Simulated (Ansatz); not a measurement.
# Cl on Al(100): change of the work function, part 4 of 4

Wanted: Δφ(θ) for Cl/Al(100), starting from the hollow site.

Ansatz 0.2.0; plane-wave DFT, PBE, Ansatz PAW.

So far, work function, upper face (eV): step 2 (the clean slab) 4.29; step 3 (37 atoms, coverage 0.111 ML, cell 3x3) 4.53; step 4 (17 atoms, coverage 0.25 ML, cell 2x2) 4.80.

## (5) Adsorbate added, k-mesh 6×6×1, coverage 0.5 ML (continued)

Step by step:

```tsv
step	energy less that of the first step (eV)	largest force component (eV/Å)
1	0.0000	4.6850
2	-2.0372	3.0133
3	-3.2962	1.5412
4	-3.7292	0.4033
5	-3.8243	0.0989
6	-3.8275	0.0080
```

Forces are held to the 16 operations that the program found; a distortion that breaks them can't arise in this run.

The atoms that moved most (Å):

```tsv
atom	dx	dy	dz	length
Cl18	0.000	0.000	0.800	0.800
Cl17	0.000	0.000	0.800	0.800
Al4	0.000	0.000	-0.062	0.062
Al8	0.000	0.000	-0.062	0.062
Al16	0.000	0.000	-0.062	0.062
Al12	0.000	0.000	-0.062	0.062
Al3	0.000	0.000	-0.019	0.019
Al15	0.000	0.000	-0.019	0.019
```

Final coordinates:

```xyz
18
Lattice="5.7276 0.0000 0.0000 0.0000 5.7276 0.0000 0.0000 0.0000 25.1699" Properties=species:S:1:pos:R:3
Al    1.4319    1.4319    9.0000
Al    0.0000    0.0000   11.0250
Al    1.4319    1.4319   13.0155
Al    0.0000    0.0000   15.0236
Al    1.4319    4.2957    9.0000
Al    0.0000    2.8638   11.0250
Al    1.4319    4.2957   13.0468
Al    0.0000    2.8638   15.0236
Al    4.2957    1.4319    9.0000
Al    2.8638    0.0000   11.0250
Al    4.2957    1.4319   13.0468
Al    2.8638    0.0000   15.0236
Al    4.2957    4.2957    9.0000
Al    2.8638    2.8638   11.0250
Al    4.2957    4.2957   13.0155
Al    2.8638    2.8638   15.0236
Cl    1.4319    1.4319   16.9702
Cl    4.2957    4.2957   16.9702
```

The relaxation took 6 steps and lowered the energy by 3.8 eV; the largest force on the free atoms ends at 0.0080 eV/Å.

The covered face has 5.14 eV, +0.84 eV against the clean one; the bare back face has moved by +0.02 eV, a measure of how thin the slab is.

## (6) The covered slab, k-mesh 12×12×1, coverage 1 ML

System of this step: Cl/Al(100). The cell holds 5 atoms: 4 Al and 1 Cl. Cell: a = 2.864 Å, b = 2.864 Å, c = 25.170 Å, α = 90.0°, β = 90.0°, γ = 90.0°. Vacuum lies along c.

Another coverage, to see how the dipoles act on each other as their distance changes.

input.yaml reads:

```yaml
crystal:
  lattice:
    - [2.8637824638, 0.0, 0.0]
    - [0.0, 2.8637824638, 0.0]
    - [0.0, 0.0, 25.1699217993]
  atoms:
    - { symbol: Al, position: [0.5, 0.5, 0.3575696449] }
    - { symbol: Al, position: [0.0, 0.0, 0.438022815] }
    - { symbol: Al, position: [0.5, 0.5, 0.5178535077] }
    - { symbol: Al, position: [0.0, 0.0, 0.5993618206] }
    - { symbol: Cl, position: [0.5, 0.5, 0.6424303551] }
kpoints:
  mp_grid: { grid: [12, 12, 1] }
hamiltonian:
  xc: pbe
scf:
  occupations: { method: fermi_dirac, width: 0.1 }
  convergence: { dr2_threshold: 1.0e-08 }
efield:
  axis: 3
  dipole_correction: true
  ramp_position: 0.97
  ramp_width: 0.06
relax:
  f_tol: 0.02
  max_steps: 60
  constraints: [{ sites: [0, 1] }]
output:
  write_potential: true
  write_density: true
  volumetric_format: npy
```

Launch:

```bash
$ ansatz run input.yaml --threads 2 --pin off --max-ram 4096MiB --backend cpu --events-out ev --progress --plain --runs-dir out
```

Output:

```text
[...]
Crystal: 5 atoms, lattice volume = 206.425 Å³
Basis set: ecut = 420 eV, 4041 PW (Γ), exchange–correlation on 40×40×360 points (8 copies of the dense FFT grid, shifted against one another)
Bands: 15, of which v1, the nominal top of the filled ones, is band 10 counted from 1 (9 counted from 0)
Symmetry: 8 space group operations
[...]
--- Relaxed structure (6 steps of the walk, 6 accepted, 0 SCFs on fresh bases) ---
  F+E_penalty+E_count = -3229.62786411 eV   max|allowed force component| = 2.807e-3 eV/Å
  atoms:
    - { symbol: Al, position: [0.5, 0.5, 0.357570] }
    - { symbol: Al, position: [0.0, 0.0, 0.438023] }
    - { symbol: Al, position: [0.5, 0.5, 0.516014] }
    - { symbol: Al, position: [0, 0.0, 0.593284] }
    - { symbol: Cl, position: [0.5, 0.5, 0.658390] }
[key lines of the parts left out:]
SCF converged after 5 iterations
Free energy (F): -3229.627864 eV
Fermi energy:    0.733387 eV
Dipole field:    D = -0.008755 V/Å  (p = -0.009987 e·Å, saw-weighted, corrected)
Work function:   Φ+ = 4.4083 eV   Φ− = 4.1879 eV
```

It took 22 s on 2 threads of Arm Neoverse V1, shared host; peak memory 0.41 GiB; 43 s of CPU time.

Step by step:

```tsv
step	energy less that of the first step (eV)	largest force component (eV/Å)
1	0.0000	4.0235
2	-0.7234	2.1644
3	-1.0208	0.4407
4	-1.0437	0.0703
5	-1.0441	0.0208
6	-1.0441	0.0028
```

Forces are held to the 8 operations that the program found; a distortion that breaks them can't arise in this run.

The atoms that moved most (Å):

```tsv
atom	dx	dy	dz	length
Cl5	0.000	0.000	0.402	0.402
Al4	0.000	0.000	-0.153	0.153
Al3	0.000	0.000	-0.046	0.046
```

The relaxed structure:

```
Al Cl
1.0
     2.86378    0.00000    0.00000
     0.00000    2.86378    0.00000
     0.00000    0.00000   25.16992
Al Cl
4 1
Direct
  0.50000 0.50000 0.35757
  0.00000 0.00000 0.43802
  0.50000 0.50000 0.51601
  0.00000 0.00000 0.59328
  0.50000 0.50000 0.65839
```

Running mean over 2.025 Å of the planar mean; the ramp of the sawtooth is left out. Electron's electrostatic potential energy less the Fermi level against z:

```tsv
z (Å)	electron's electrostatic potential energy less the Fermi level (eV)
4	4.19
5	4.18
6	4.13
7	3.43
8	-0.545
9	-4.19
10	-4.59
11	-4.69
12	-4.87
13	-4.81
14	-5.09
15	-5.76
16	-7.75
17	-4.21
18	2.51
19	4.34
20	4.41
21	4.41
22	4.41
```

The relaxation took 6 steps and lowered the energy by 1.0 eV; the largest force on the free atoms ends at 0.0028 eV/Å.

The covered face has 4.41 eV, +0.12 eV against the clean one; the bare back face has moved by -0.11 eV, a measure of how thin the slab is.

## (7) Work function against coverage

This step: plane-wave DFT, PBE, Ansatz PAW; work function against coverage (Ansatz 0.2.0).

The runs are now put side by side.

This step gave:

- work function of the clean face: 4.293 eV
- largest change of the work function: 0.8440 eV

The work function of the covered face by coverage:

```tsv
coverage (adsorbates/nm²)	work function of the covered face (eV)
0.00	4.29
1.35	4.53
3.05	4.80
6.10	5.14
12.19	4.41
```

The dipole per adsorbate comes from the change of the cell's dipole. Coverage, by row:

```tsv
coverage (1/nm²)	coverage (ML)	work function (eV)	change (eV)	dipole per adsorbate, positive end outwards (debye)	mean height of the added atoms over the highest substrate atom (Å)
1.355	0.1111	4.526	0.2336	-0.473	1.856
3.048	0.25	4.798	0.5051	-0.424	1.877
6.097	0.5	5.137	0.844	-0.361	1.947
12.19	1	4.408	0.1154	-0.05	1.639
```

## (8) Results

```yaml
work_function_of_the_clean_face: 4.29 eV
work_function_at_0p11_ml: 4.53 eV
work_function_at_0p25_ml: 4.80 eV
work_function_at_0p5_ml: 5.14 eV
work_function_at_1_ml: 4.41 eV
dipole_per_adsorbate_at_0p11_ml_positive_end_outwards: -0.47 D
```

In words: Cl raises the work function of Al(100) at the lowest coverage, by 0.23 eV: the adsorbate layer has its negative end outwards. The dipole per adsorbate falls from 0.47 to 0.05 D as the layer fills. Neighbouring dipoles depolarise each other, and heights and bonding change with coverage too. At the highest coverage the adsorbates are pressed to about 2.9 Å, closer than unbonded atoms of this kind usually come, so a real layer may not reach it. The slab has 4 layers, at the tabulated experimental lattice constant, one starting site was run, and quantum-size effects of a slab this thin can reach one or two tenths of an eV.

[Long decimals in the printed logs are rounded to 6 places.]

[Logs are printed without paths, hosts, clocks, repeated set-up lines and the standing remarks that a program may print on its own settings, such as how far it seeks lower states.]

[Hosts, paths, dates, database ids (printed as entryN), source tags and the programs' standing remarks are cut or masked in the printed files.]

[Maps of the electrostatic potential energy from Ansatz leave out the sawtooth potential of an applied field or a dipole correction, so their vacuum need not be flat; planar profiles and work functions include it.]
